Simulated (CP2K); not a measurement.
Two runs for the C K edge of 2-methoxyoxazole. Run A: CP2K XAS_TDP, all-electron GAPW, PBEh(45%), aug-cc-pVDZ, TDA, no relativity. Run B differs in one setting.

First lines with a strength over 0.0015. A:

```tsv
atom	energy (eV)	states	strength, one atom
C1 (bonded to O and 3 H)	284.81	1	0.0475
	286.24	1	0.0204
	286.26	1	0.0253
	286.72	1	0.0042
	287.15	1	0.0023
C3 (bonded to N and 2 O)	284.83	1	0.0725
	288.19	1	0.0042
	288.81	1	0.0021
	288.97	1	0.0035
	289.53	1	0.0026
C5 (bonded to C, N and H)	282.44	1	0.0530
	285.07	1	0.0105
	285.64	1	0.0037
	285.74	1	0.0026
	286.06	1	0.0020
C6 (bonded to C, O and H)	282.97	1	0.0516
	285.51	1	0.0249
	285.87	1	0.0141
	286.65	1	0.0034
	286.83	1	0.0025
```

B:

```tsv
atom	energy (eV)	states	strength, one atom
C1 (bonded to O and 3 H)	285.11	1	0.0476
	286.54	1	0.0203
	286.55	1	0.0252
	287.01	1	0.0042
	287.44	1	0.0023
C3 (bonded to N and 2 O)	285.13	1	0.0724
	288.49	1	0.0042
	289.11	1	0.0021
	289.27	1	0.0035
	289.82	1	0.0025
C5 (bonded to C, N and H)	282.74	1	0.0530
	285.37	1	0.0104
	285.94	1	0.0037
	286.04	1	0.0025
	286.36	1	0.0020
C6 (bonded to C, O and H)	283.25	1	0.0516
	285.81	1	0.0250
	286.17	1	0.0142
	286.94	1	0.0034
	287.11	1	0.0025
```

Which was it: the functional, GW2X switched on, the basis, scalar relativity switched on?

Scalar relativity switched on. Relativity shifts all lines of an element by nearly the same amount and keeps their strengths. Against PBEh(45%) in aug-cc-pVDZ, the leading lines move by +0.30 eV (C1, to 285.11), +0.30 eV (C3, to 285.13), +0.30 eV (C5, to 282.74) and +0.28 eV (C6, to 283.25).

[Banner, clock and machine lines of the logs are left out without a mark of their own.]

[Logs are printed without paths, hosts, clocks, repeated set-up lines and the standing remarks that a program may print on its own settings, such as how far it seeks lower states.]

[Hosts, paths, dates, database ids (printed as entryN), source tags and the programs' standing remarks are cut or masked in the printed files.]
